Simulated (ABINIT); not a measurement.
**KBr (Fm-3m): a self-consistent loop beyond G0W0, cycle by cycle**

How far does self-consistency move the gap of KBr (Fm-3m)?

Method: PBE and many-body steps on it, plane waves, in ABINIT 10.8.3.

Report form: the programs' logs are mostly left out.

## (1) The starting structure

The structure is cubic, space group Fm-3m (No. 225). The conventional cell has a = 6.600 Å, b = 6.600 Å, c = 6.600 Å, α = 90.00°, β = 90.00°, γ = 90.00°. Nearest to K lie 6 Br at 3.30 Å. Br has 6 K at 3.30 Å nearest. Farther neighbours and most contacts between anions are not listed.

The cell and positions come from the Crystallography Open Database and are kept as given unless a step says otherwise.

## (2) Empty states on the mesh, 4×4×4 mesh, 397 bands

This step: ABINIT 10.8.3; DFT, PBE, plane waves, norm-conserving pseudopotentials.

The sums over transitions need many empty states on a uniform mesh; this step solves for them.

The input, run.abi:

```
acell 3*1.0 Angstrom
rprim 
  0.000000000000 3.300000000000 3.300000000000
  3.300000000000 0.000000000000 3.300000000000
  3.300000000000 3.300000000000 0.000000000000
ntypat 2
znucl 19 35
natom 2
typat 1 2
xred 
  0.000000000000 0.000000000000 0.000000000000
  0.500000000000 0.500000000000 0.500000000000
pp_dirpath "pseudos"
pseudos "K.upf, Br.upf"
ecut 33
ngkpt 4 4 4
nshiftk 1
shiftk 0 0 0
kptopt 1
chksymbreak 0
irdden 1
istwfk *1
nband 397
prtvol 0
optdriver 6
gwr_task "HDIAGO"
paral_kgb 0
occopt 1
indata_prefix "in"
outdata_prefix "out"
tmpdata_prefix "tmp"
```

Run with:

```console
$ OMP_NUM_THREADS=1 mpirun -n 8 abinit run.abi > log
```

Elapsed: 61 s, on 8 MPI ranks of Arm Neoverse V2, shared host; peak memory 8.8 GiB; 8.1 min of CPU time.

This step gave:

```
gap                                                           : 4.436 eV
k of the valence top                                          : 0, 0, 0
k of the conduction bottom                                    : 0, 0, 0
least direct gap                                              : 4.436 eV
k points computed                                             : 8
lowest point of the top converged band, above the valence top : 169.7393 eV
```

On this mesh the gap is 4.436 eV.

The density comes from a self-consistent run that is not shown.

## (3) Screening, 4×4×4 mesh, 389 bands, screening to 228.6 eV

The RPA dielectric matrix is built and inverted for each q.

This step: RPA screening on PBE, plane waves, norm-conserving pseudopotentials.

Edit run.abi of step 2 so:

```diff
@@ -20,10 +20,11 @@
 chksymbreak 0
-irdden 1
 istwfk *1
-nband 397
-prtvol 0
-optdriver 6
-gwr_task "HDIAGO"
-paral_kgb 0
 occopt 1
+irdwfk 1
+optdriver 3
+nband 389
+ecuteps 8.4
+inclvkb 2
+awtr 1
+symchi 1
 indata_prefix "in"
```

Elapsed: 96 s, on 8 MPI ranks; peak memory 3.8 GiB; 13 min of CPU time.

This step gave:

- ε∞ with local fields, on this mesh, along the program's q direction: 2.374
- the same without local fields: 2.854
- plasma frequency: 17.52 eV
- plane waves in the screening matrix: 537

Local fields lower ε∞ by 17 %.

## (4) G0W0

The self-energy is evaluated for the states that the input lists, and the levels follow from it, in one-shot runs by the linearised quasiparticle equation.

This step: G0W0 on PBE, plane waves, norm-conserving pseudopotentials.

Edit run.abi of step 3 so:

```diff
@@ -23,8 +23,15 @@
 irdwfk 1
-optdriver 3
+optdriver 4
 nband 389
+gwcalctyp 0
+ecutsigx 33
+symsigma 1
+nkptgw 1
+kptgw 
+  0.0000000000 0.0000000000 0.0000000000
+bdgw 
+  6 12
 ecuteps 8.4
-inclvkb 2
-awtr 1
-symchi 1
+irdscr 1
+ppmodel 1
 indata_prefix "in"
```

It took 33 s on 8 MPI ranks; peak memory 4.3 GiB.

This step gave:

```
G0W0 gap on the points computed              : 6.996 eV
starting gap on the mesh                     : 4.436 eV
k of the valence top                         : 0, 0, 0
k of the conduction bottom                   : 0, 0, 0
Z at the valence top                         : 0.813
Z at the conduction bottom                   : 0.865
least direct G0W0 gap on the computed points : 6.996 eV
```

The gap on the mesh goes from 4.44 eV to 7.00 eV, a correction of +2.56 eV.

## (5) evGW0, cycle 1

This step: evGW0 on PBE, plane waves, norm-conserving pseudopotentials.

Edit run.abi of step 4 so:

```diff
@@ -25,10 +25,24 @@
 nband 389
-gwcalctyp 0
+gwcalctyp 10
 ecutsigx 33
 symsigma 1
-nkptgw 1
+nkptgw 8
 kptgw 
   0.0000000000 0.0000000000 0.0000000000
+  0.2500000000 0.0000000000 0.0000000000
+  0.5000000000 0.0000000000 0.0000000000
+  0.2500000000 0.2500000000 0.0000000000
+  0.5000000000 0.2500000000 0.0000000000
+  -0.2500000000 0.2500000000 0.0000000000
+  0.5000000000 0.5000000000 0.0000000000
+  -0.2500000000 0.5000000000 0.2500000000
 bdgw 
-  6 12
+  1 15
+  1 15
+  1 15
+  1 15
+  1 15
+  1 15
+  1 15
+  1 15
 ecuteps 8.4
```

It took 21 min on 8 MPI ranks; peak memory 5.4 GiB.

Numbers from this step:

- quasiparticle gap on the mesh: 7.541 eV
- gap of the density functional on the mesh: 4.436 eV
- k of the valence top: 0, 0, 0
- k of the conduction bottom: 0, 0, 0
- Z at the valence top: 0.813
- Z at the conduction bottom: 0.865
- least direct quasiparticle gap on the computed points: 7.541 eV

Against G0W0 in ABINIT (4×4×4 mesh, 389 bands, screening to 228.6 eV, Godby-Needs plasmon pole), the gap moves by +0.545 eV. This first cycle still uses the starting levels; it takes the full correction, at all points of the mesh, and its linearised value is 6.996 eV.

## (6) evGW0, cycle 2

The corrected levels of the last cycle go back in.

Edit run.abi of step 5 so:

```diff
@@ -50,2 +50,3 @@
 ppmodel 1
+irdqps 1
 indata_prefix "in"
```

The job ended after 21 min (8 MPI ranks; peak memory 5.4 GiB; 2.8 h of CPU time).

Numbers from this step:

```yaml
quasiparticle_gap_on_the_mesh: 7.382 eV
gap_of_the_density_functional_on_the_mesh: 4.436 eV
k_of_the_valence_top: 0, 0, 0
k_of_the_conduction_bottom: 0, 0, 0
least_direct_quasiparticle_gap_on_the_computed_points: 7.382 eV
```

Against the cycle before, the gap moves by −0.159 eV.

## (7) The runs together

Times are wall times on 8 MPI ranks of Arm Neoverse V2, shared host, good to a factor of about two. A run's time includes the screening step that it read.

```csv
run,mesh,bands,screening cutoff (eV),DFT gap (eV),gap on the mesh (eV),direct (eV),ε∞ used,time
G0W0,4×4×4,389,228.6,4.436,6.996,6.996,2.37,2.2 min
"evGW0, cycle 1",4×4×4,389,228.6,4.436,7.541,7.541,2.37,22 min
"evGW0, cycle 2",4×4×4,389,228.6,4.436,7.382,7.382,2.37,22 min
```

## (8) What came out

| Quantity | Value |
| --- | --- |
| G0W0 | 6.996 eV |
| evGW0, cycle 1 | 7.541 eV |
| evGW0, cycle 2 | 7.382 eV |
| known limits | not at the basis limit; no spin-orbit coupling |

**Reading.** Only the bands that the input lists are updated; the others, empty or deep, keep the functional's energies or take a rigid shift. evGW0 ends at 7.38 eV, +0.39 eV from G0W0, after 2 cycles that took 41 min beside the first screening; the last moved the gap by 0.159 eV, so the loop had not settled. The first cycle of evGW0 takes the full correction, without the factor Z, so it overshoots the one-shot value. Bands and cutoff are finite, so the gap is not at the basis limit. The miss can reach some tenths of an eV and take either sign; the mesh is an error of its own. The many-body steps are scalar-relativistic: spin-orbit coupling is not in them.

[Paths, hosts, dates, memory and timing lines, banners, echoed tables and standing remarks are left out of the program output.]

[Logs are printed without paths, hosts, clocks, repeated set-up lines and the standing remarks that a program may print on its own settings, such as how far it seeks lower states.]

[Runs of the session that timed out or met a known fault of the program may be left out.]

[Hosts, paths, dates, database ids (printed as entryN), source tags and the programs' standing remarks are cut or masked in the printed files.]

[G0W0 gaps are taken among the corrected bands and points alone; a level outside them can change the order at an edge.]

[Where Ansatz stands beside ABINIT at settings called matched, ABINIT's density can come from a denser mesh and the files from another edition; pairs whose starting gaps differed by over 0.03 eV were left out, so agreement reads better than it is.]
